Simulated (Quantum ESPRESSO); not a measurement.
# Voltage at the next charge: Sc(0001), 4 layers, one monolayer of F on fcc sites against an electrode

Method. Quantum ESPRESSO 7.5, PBE, GBRV ultrasoft; ESM with bc3, a metal electrode 6.07 Å above the top atoms; cell area 9.488 Å²; ions fixed. V is the potential energy of an electron at the electrode over the slab's Fermi level, divided by e, so that it equals the work function at zero charge; positive charge removes electrons.

```tsv
charge (e a cell)	V (V)
0	3.760
0.0142	5.349
0.0285	6.955
```

One more run was made and is withheld. What is V at a charge of 0.0569 e, and what capacitance do the rows imply?

By hand: The last two rows give dV/dq = (6.955 − 5.349)/(0.0285 − 0.0142) = 112.3 V/e, so C = 1602/(9.488 × 112.3) = 1.50 µF/cm², an effective gap of 8.854/1.50 = 5.89 Å. At constant C, V = 6.955 + 112.3 × 0.0284 = 10.14 V.

**The withheld run.** V = 10.162 V; the estimate misses by −0.02 V, 0.5 % of the step. Over the three intervals C goes 1.51, 1.50 and 1.50 µF/cm².

**Limits.** Vacuum fills the gap; a dielectric or electrolyte would change C. The slab is thin.

[Logs are printed without paths, hosts, clocks, repeated set-up lines and the standing remarks that a program may print on its own settings, such as how far it seeks lower states.]
